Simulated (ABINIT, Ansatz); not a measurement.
# PbO (P4/nmm): G0W0 on several meshes in ABINIT

Aim: the GW shift of PbO (P4/nmm) against the k mesh.

Calculated with ABINIT 10.8.3; PBE and many-body steps on it, plane waves.

Report form: the programs' logs are mostly left out.

The database entry behind the starting cell differs from later determinations by our own check (c about 1 % long), so it need not match the best structure at ambient conditions.

### 1. The structure

It takes space group P4/nmm (No. 129, tetragonal). The conventional cell has a = 3.960 Å, b = 3.960 Å, c = 5.070 Å, α = 90.00°, β = 90.00°, γ = 90.00°. Nearest to Pb lie 4 O at 2.32 Å. O has 4 Pb at 2.32 Å nearest. Farther neighbours and most contacts between anions are not listed.

Coordinates:

```cif
data_structure
_symmetry_space_group_name_H-M 'P 1'
_symmetry_Int_Tables_number 1
_cell_length_a 3.9600
_cell_length_b 3.9600
_cell_length_c 5.0700
_cell_angle_alpha 90.000
_cell_angle_beta 90.000
_cell_angle_gamma 90.000
_cell_volume 79.51
loop_
_atom_site_label
_atom_site_type_symbol
_atom_site_fract_x
_atom_site_fract_y
_atom_site_fract_z
_atom_site_occupancy
Pb1 Pb 0.00000 0.50000 0.23899 1
Pb2 Pb 0.50000 0.00000 0.76101 1
O3 O 0.00000 0.00000 0.00000 1
O4 O 0.50000 0.50000 0.00000 1
```

 The runs that relaxed it are not among those shown. Spin-orbit coupling is left out unless a step names it.

### 2. Empty states on the mesh, 4×4×4 mesh, 431 bands

This step: ABINIT 10.8.3; DFT, PBE, plane waves, norm-conserving pseudopotentials.

The sums over transitions need many empty states on a uniform mesh; this step solves for them.

Input file run.abi:

```
acell 3*1.0 Angstrom
rprim 
  3.960000000000 0.000000000000 0.000000000000
  0.000000000000 3.960000000000 0.000000000000
  0.000000000000 0.000000000000 5.070000000000
ntypat 2
znucl 82 8
natom 4
typat 1 1 2 2
xred 
  0.000000000000 0.500000000000 0.238990104020
  0.500000000000 0.000000000000 0.761009895980
  0.000000000000 0.000000000000 0.000000000000
  0.500000000000 0.500000000000 0.000000000000
pp_dirpath "pseudos"
pseudos "Pb.upf, O.upf"
ecut 42
ngkpt 4 4 4
nshiftk 1
shiftk 0 0 0
kptopt 1
chksymbreak 0
iscf -2
irdden 1
istwfk *1
nband 431
nbdbuf 38
tolwfr 1e-09
nstep 60
prtvol 0
indata_prefix "in"
outdata_prefix "out"
tmpdata_prefix "tmp"
```

The run is started by

```
$ OMP_NUM_THREADS=1 mpirun -n 16 abinit run.abi > log
```

Run time: 6 min. Hardware: 16 MPI ranks of Arm Neoverse V2, shared host; peak memory 2 GiB; 1.6 h of CPU time.

This step gave:

```yaml
gap: 1.126 eV
k_of_the_valence_top: 0, 0, 0
k_of_the_conduction_bottom: 0.5, 0.5, 0
least_direct_gap: 2.115 eV
k_points_computed: 18
lowest_point_of_the_top_converged_band_above_the_valence_top: 149.0240 eV
```

On this mesh the gap is 1.126 eV.

The density comes from a self-consistent run that is not shown.

### 3. Screening, 4×4×4 mesh, 177 bands, screening to 141.5 eV

The RPA dielectric matrix is built and inverted for each q.

This step: RPA screening on PBE, plane waves, norm-conserving pseudopotentials.

run.abi: that of step 2 with these lines changed.

```diff
@@ -22,10 +22,11 @@
 chksymbreak 0
-iscf -2
-irdden 1
 istwfk *1
-nband 431
-nbdbuf 38
-tolwfr 1e-09
-nstep 60
-prtvol 0
+occopt 1
+irdwfk 1
+optdriver 3
+nband 177
+ecuteps 5.2
+inclvkb 2
+awtr 1
+symchi 1
 indata_prefix "in"
```

Elapsed: 2.2 min, on 16 MPI ranks; peak memory 8.8 GiB.

This step gave:

| Property | Result |
| --- | --- |
| ε∞ with local fields, on this mesh, along the program's q direction | 6.278 |
| the same without local fields | 7.158 |
| plasma frequency | 31.16 eV |
| plane waves in the screening matrix | 293 |

Local fields lower ε∞ by 12 %. On a Γ-centred mesh this coarse the value itself is usually too large, while a short band sum pulls it down.

### 4. 4×4×4

The self-energy is evaluated for the states that the input lists, and the levels follow from it, in one-shot runs by the linearised quasiparticle equation.

This step: G0W0 on PBE, plane waves, norm-conserving pseudopotentials.

run.abi: that of step 3 with these lines changed.

```diff
@@ -25,8 +25,17 @@
 irdwfk 1
-optdriver 3
+optdriver 4
 nband 177
+gwcalctyp 0
+ecutsigx 42
+symsigma 1
+nkptgw 2
+kptgw 
+  0.0000000000 0.0000000000 0.0000000000
+  0.5000000000 0.5000000000 0.0000000000
+bdgw 
+  26 30
+  27 30
 ecuteps 5.2
-inclvkb 2
-awtr 1
-symchi 1
+irdscr 1
+ppmodel 1
 indata_prefix "in"
```

The job ended after 10 s (16 MPI ranks; peak memory 5.3 GiB; 2.7 min of CPU time).

Numbers from this step:

| Quantity | Value |
| --- | --- |
| G0W0 gap on the points computed | 1.254 eV |
| starting gap on the mesh | 1.126 eV |
| k of the valence top | 0, 0, 0 |
| k of the conduction bottom | 0.5, 0.5, 0 |
| Z at the valence top | 0.792 |
| Z at the conduction bottom | 0.838 |
| least direct G0W0 gap on the computed points | 2.122 eV |

The gap on the mesh goes from 1.13 eV to 1.25 eV, a correction of +0.13 eV.

### 5. Empty states on the mesh, 2×2×2 mesh, 193 bands

This step: DFT, PBE, plane waves, norm-conserving pseudopotentials.

run.abi: that of step 4 with these lines changed.

```diff
@@ -17,3 +17,3 @@
 ecut 42
-ngkpt 4 4 4
+ngkpt 2 2 2
 nshiftk 1
@@ -22,20 +22,10 @@
 chksymbreak 0
+iscf -2
+irdden 1
 istwfk *1
-occopt 1
-irdwfk 1
-optdriver 4
-nband 177
-gwcalctyp 0
-ecutsigx 42
-symsigma 1
-nkptgw 2
-kptgw 
-  0.0000000000 0.0000000000 0.0000000000
-  0.5000000000 0.5000000000 0.0000000000
-bdgw 
-  26 30
-  27 30
-ecuteps 5.2
-irdscr 1
-ppmodel 1
+nband 193
+nbdbuf 16
+tolwfr 1e-09
+nstep 60
+prtvol 0
 indata_prefix "in"
```

The run is started by

```
$ OMP_NUM_THREADS=2 mpirun -n 6 abinit run.abi > log
```

It took 35 s on 6 MPI ranks; peak memory 0.64 GiB.

This step gave:

- gap: 1.126 eV
- k of the valence top: 0, 0, 0
- k of the conduction bottom: 0.5, 0.5, 0
- least direct gap: 2.115 eV
- k points computed: 6
- lowest point of the top converged band, above the valence top: 78.5299 eV

On this mesh the gap is 1.126 eV.

### 6. Screening, 2×2×2 mesh, 177 bands, screening to 141.5 eV

This step: RPA screening on PBE, plane waves, norm-conserving pseudopotentials.

run.abi: that of step 5 with these lines changed.

```diff
@@ -22,10 +22,11 @@
 chksymbreak 0
-iscf -2
-irdden 1
 istwfk *1
-nband 193
-nbdbuf 16
-tolwfr 1e-09
-nstep 60
-prtvol 0
+occopt 1
+irdwfk 1
+optdriver 3
+nband 177
+ecuteps 5.2
+inclvkb 2
+awtr 1
+symchi 1
 indata_prefix "in"
```

The run is started by

```
$ OMP_NUM_THREADS=1 mpirun -n 16 abinit run.abi > log
```

Elapsed: 15 s, on 16 MPI ranks; peak memory 4.3 GiB.

Numbers from this step:

| Property | Result |
| --- | --- |
| ε∞ with local fields, on this mesh, along the program's q direction | 7.289 |
| the same without local fields | 8.236 |
| plasma frequency | 31.16 eV |
| plane waves in the screening matrix | 293 |

### 7. 2×2×2

This step: G0W0 on PBE, plane waves, norm-conserving pseudopotentials.

run.abi: that of step 6 with these lines changed.

```diff
@@ -25,8 +25,17 @@
 irdwfk 1
-optdriver 3
+optdriver 4
 nband 177
+gwcalctyp 0
+ecutsigx 42
+symsigma 1
+nkptgw 2
+kptgw 
+  0.0000000000 0.0000000000 0.0000000000
+  0.5000000000 0.5000000000 0.0000000000
+bdgw 
+  26 30
+  27 30
 ecuteps 5.2
-inclvkb 2
-awtr 1
-symchi 1
+irdscr 1
+ppmodel 1
 indata_prefix "in"
```

Run time: 5 s. Hardware: 16 MPI ranks; peak memory 2.2 GiB; 79 s of CPU time.

This step gave:

```yaml
g0w0_gap_on_the_points_computed: 1.126 eV
starting_gap_on_the_mesh: 1.126 eV
k_of_the_valence_top: 0, 0, 0
k_of_the_conduction_bottom: 0.5, 0.5, 0
z_at_the_valence_top: 0.79
z_at_the_conduction_bottom: 0.835
least_direct_g0w0_gap_on_the_computed_points: 2.017 eV
```

Against G0W0 in ABINIT (4×4×4 mesh, 177 bands, screening to 141.5 eV, Godby-Needs plasmon pole), the gap moves by −0.128 eV.

### 8. Side by side

Times are wall times on 16 MPI ranks of Arm Neoverse V2, shared host, good to a factor of about two. A run's time includes the screening step that it read.

| run | mesh | bands | screening cutoff (eV) | DFT gap (eV) | gap on the mesh (eV) | direct (eV) | ε∞ used | time |
| --- | --- | --- | --- | --- | --- | --- | --- | --- |
| 4×4×4 | 4×4×4 | 177 | 141.5 | 1.126 | 1.254 | 2.122 | 6.28 | 2.4 min |
| 2×2×2 | 2×2×2 | 177 | 141.5 | 1.126 | 1.126 | 2.017 | 7.29 | 20 s |

### 9. Summary of results

| Quantity | Value |
| --- | --- |
| 4×4×4 | 1.254 eV |
| 2×2×2 | 1.126 eV |
| known limits | not at the basis limit; no spin-orbit coupling; coarse k mesh |

What this shows: 2×2×2: −0.128 eV against 4×4×4. Bands and cutoff are finite, so the gap is not at the basis limit. The miss can reach some tenths of an eV and take either sign; the mesh is an error of its own. In the G0W0 runs levels were corrected at 2 k points alone, so a gap called «on the mesh» is the least over those, and an edge elsewhere would be missed. The 4×4×4 mesh is coarse for this cell, which bears on the long-range parts of exchange and screening. Where an edge is built on 6p states of lead, bismuth or thallium, scalar-relativistic gaps usually stand too wide, by a few tenths to over one eV. The many-body steps are scalar-relativistic: spin-orbit coupling is not in them.

[Paths, hosts, dates, memory and timing lines, banners, echoed tables and standing remarks are left out of the program output.]

[Logs are printed without paths, hosts, clocks, repeated set-up lines and the standing remarks that a program may print on its own settings, such as how far it seeks lower states.]

[Runs of the session that timed out or met a known fault of the program may be left out.]

[Hosts, paths, dates, database ids (printed as entryN), source tags and the programs' standing remarks are cut or masked in the printed files.]

[G0W0 gaps are taken among the corrected bands and points alone; a level outside them can change the order at an edge.]

[Where Ansatz stands beside ABINIT at settings called matched, ABINIT's density can come from a denser mesh and the files from another edition; pairs whose starting gaps differed by over 0.03 eV were left out, so agreement reads better than it is.]
